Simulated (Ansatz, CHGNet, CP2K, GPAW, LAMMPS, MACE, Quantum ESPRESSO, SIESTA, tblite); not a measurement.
# From one method to another: forces in glassy 25SiO2-50B2O3-12CaO-12Na2O (mol %) (62 atoms)

62 atoms (4 Si, 16 B, 2 Ca, 4 Na, 36 O) placed at random at 2.2 g/cm³, melted at 3000 K for 20 ps at fixed volume with the Buckingham and Coulomb pair potential of Guillot and Sator (Geochim. Cosmochim. Acta 71, 1249 (2007)) with the boron terms of Wang et al. (J. Non-Cryst. Solids 498, 294 (2018)). Quenched from 3000 K to 300 K at 20 K/ps and fixed volume, held 10 ps at zero pressure.

Two calculations on one geometry. First: Kohn-Sham DFT, PBE, PseudoDojo 0.4.1 norm-conserving pseudopotentials (converted to PSML), numerical atomic orbitals (DZP), diagonalisation; shift 0.01 Ry; mesh 500 Ry; levels smeared at 580 K (SIESTA 5.4.2; Γ point). Second: Kohn-Sham DFT, PBE, PAW, plane waves (Ansatz 0.2.0; cutoff 420 eV, Γ point, fermi-dirac smearing of 0.05 eV; PAW set soft_2).

Cell vectors (Å):

```
8.940 0.000 0.000
0.000 8.940 0.000
0.000 0.000 8.940
```

Atom, position (Å) and force of the first calculation (eV/Å):

```
1 Si 4.019 4.117 4.748 -1.329 0.852 -1.100
2 Si 8.771 8.307 6.683 -1.118 -0.493 -1.392
3 Si 1.095 4.063 0.861 2.037 -0.701 1.194
4 Si 5.538 2.666 8.165 0.667 0.050 -0.032
5 B 3.867 6.275 2.921 0.326 0.747 0.292
6 B 6.107 6.116 1.409 -3.096 -0.373 3.029
7 B 8.744 5.405 5.610 -1.849 0.562 -1.385
8 B 0.287 2.435 3.233 0.777 0.341 1.042
9 B 8.328 6.208 2.910 2.558 0.170 2.603
10 B 4.057 1.921 2.953 -0.506 -1.138 -0.516
11 B 5.291 8.568 3.906 -0.162 0.030 1.067
12 B 3.199 2.243 0.669 -2.453 -0.894 0.660
13 B 7.775 0.359 4.072 -0.648 -1.073 0.966
14 B 8.356 2.312 8.864 0.255 -1.999 -0.967
15 B 1.470 7.011 1.520 -0.960 0.328 0.782
16 B 1.520 3.441 5.387 0.417 1.996 -0.530
17 B 1.382 0.399 8.697 0.362 0.420 1.259
18 B 6.136 5.100 6.566 0.430 0.712 0.259
19 B 5.005 0.563 6.593 2.011 -2.344 -2.705
20 B 6.129 7.545 7.928 0.730 -0.350 -4.098
21 Ca 4.006 8.536 0.995 -0.223 0.314 0.661
22 Ca 8.081 5.685 8.313 0.196 0.676 -0.262
23 Na 2.218 7.322 4.840 0.046 -0.134 -0.390
24 Na 3.910 5.517 8.407 -0.148 -0.610 0.089
25 Na 7.524 8.712 1.165 0.844 0.549 0.339
26 Na 6.704 3.895 3.817 0.362 0.172 0.094
27 O 4.890 5.664 1.993 2.118 -0.191 -1.528
28 O 8.293 0.177 5.328 0.507 0.584 0.208
29 O 5.058 1.893 6.831 -0.760 0.549 -0.770
30 O 5.916 6.465 7.014 -0.661 -0.367 -0.063
31 O 0.283 1.283 0.227 -2.157 0.509 0.258
32 O 4.752 0.707 3.036 -0.459 1.220 -1.168
33 O 5.131 0.022 5.318 -0.795 0.651 1.556
34 O 0.997 2.633 4.414 -0.497 -0.382 -0.337
35 O 4.555 7.382 3.593 -0.205 -0.394 0.261
36 O 2.904 3.382 5.664 -1.121 -0.432 0.753
37 O 0.060 6.762 6.158 1.613 -0.069 0.432
38 O 2.762 6.882 2.122 0.570 0.314 -0.344
39 O 3.291 5.302 3.833 -0.050 -0.044 0.624
40 O 4.525 3.014 3.651 1.053 -0.339 -0.038
41 O 7.508 4.874 6.202 0.304 -1.063 0.203
42 O 7.543 8.067 7.740 -0.144 0.056 2.117
43 O 1.424 8.072 0.553 -0.054 -0.684 -0.121
44 O 6.999 2.065 8.581 2.168 -0.487 1.096
45 O 1.053 5.700 0.896 -0.241 -1.925 -1.803
46 O 8.893 3.589 8.726 -1.274 0.724 -0.896
47 O 2.936 1.957 2.095 1.622 -0.227 1.840
48 O 2.632 1.069 8.910 1.305 0.473 -1.582
49 O 2.493 3.448 0.334 0.081 2.047 -0.601
50 O 5.276 4.718 5.515 -0.459 -0.237 -0.976
51 O 0.343 7.139 2.559 -0.282 0.795 -0.013
52 O 5.967 6.953 0.329 0.098 1.135 0.946
53 O 8.251 1.401 3.281 0.330 1.275 -1.687
54 O 7.340 5.856 1.971 -0.595 -0.795 -0.974
55 O 0.874 4.533 5.952 1.025 -0.937 0.032
56 O 6.772 8.443 3.606 0.494 0.726 -0.629
57 O 8.527 5.520 4.124 -1.229 0.000 -1.830
58 O 4.618 2.360 0.519 0.677 -0.094 -0.172
59 O 5.773 4.216 7.793 -0.022 1.182 0.679
60 O 1.160 0.062 7.292 -0.174 -0.293 -0.839
61 O 5.236 8.625 7.666 -1.404 0.219 2.311
62 O 0.444 3.351 2.180 -0.875 -1.268 2.062
```

Q: Give the forces of the second method.

Atom and force (eV/Å):

```
1 -1.242 0.764 -1.178
2 -1.232 -0.648 -1.357
3 1.649 -0.626 1.032
4 0.854 -0.006 0.042
5 0.477 0.810 0.188
6 -2.982 -0.142 2.708
7 -1.677 0.590 -1.307
8 0.752 0.419 1.048
9 2.463 0.201 2.349
10 -0.332 -1.109 -0.426
11 -0.259 0.062 1.018
12 -2.181 -0.784 0.673
13 -0.615 -1.087 1.004
14 0.191 -1.841 -1.027
15 -0.942 0.242 0.655
16 0.434 2.021 -0.594
17 0.317 0.253 1.172
18 0.264 0.703 0.298
19 2.085 -2.264 -2.486
20 0.744 -0.470 -3.775
21 -0.847 0.574 0.583
22 0.101 0.321 -0.714
23 0.048 -0.145 -0.350
24 -0.150 -0.498 0.181
25 0.731 0.503 0.308
26 0.318 0.141 0.031
27 2.099 -0.196 -1.419
28 0.485 0.433 0.312
29 -0.646 0.397 -0.485
30 -0.540 -0.473 -0.096
31 -2.140 0.599 0.167
32 -0.641 1.198 -1.308
33 -0.817 0.690 1.549
34 -0.494 -0.279 -0.338
35 -0.212 -0.308 0.307
36 -1.045 -0.205 0.412
37 1.499 0.119 0.618
38 0.675 0.584 -0.555
39 0.136 -0.182 0.770
40 0.789 -0.366 0.068
41 0.451 -0.836 0.667
42 0.246 0.078 1.705
43 0.143 -0.597 -0.063
44 2.066 -0.269 1.014
45 -0.250 -2.133 -1.780
46 -1.273 0.864 -0.660
47 1.716 -0.248 1.906
48 1.587 -0.052 -1.190
49 -0.166 1.996 -0.392
50 -0.639 -0.361 -1.046
51 -0.355 0.623 0.113
52 0.141 0.934 1.038
53 0.358 1.265 -1.534
54 -0.504 -0.714 -0.754
55 1.010 -1.006 -0.092
56 0.595 0.868 -0.488
57 -1.246 0.027 -1.804
58 0.630 0.011 -0.562
59 -0.051 0.794 0.708
60 -0.476 -0.403 -0.810
61 -1.432 0.360 2.074
62 -0.665 -1.195 1.873
```

The two sets differ by 166 meV/Å r.m.s., 16 % of the r.m.s. force of the Ansatz run. The network of bonds at the start is that of the classical potential that made the cell, and needn't be the one that DFT or experiment would give. The electronic-structure runs sample only Γ, in a cell whose shortest periodic width is 9 Å.

[Long decimals in the printed logs are rounded to 6 places.]

[Logs are printed without paths, hosts, clocks, repeated set-up lines and the standing remarks that a program may print on its own settings, such as how far it seeks lower states.]

[Hosts, paths, dates, database ids (printed as entryN), source tags and the programs' standing remarks are cut or masked in the printed files.]
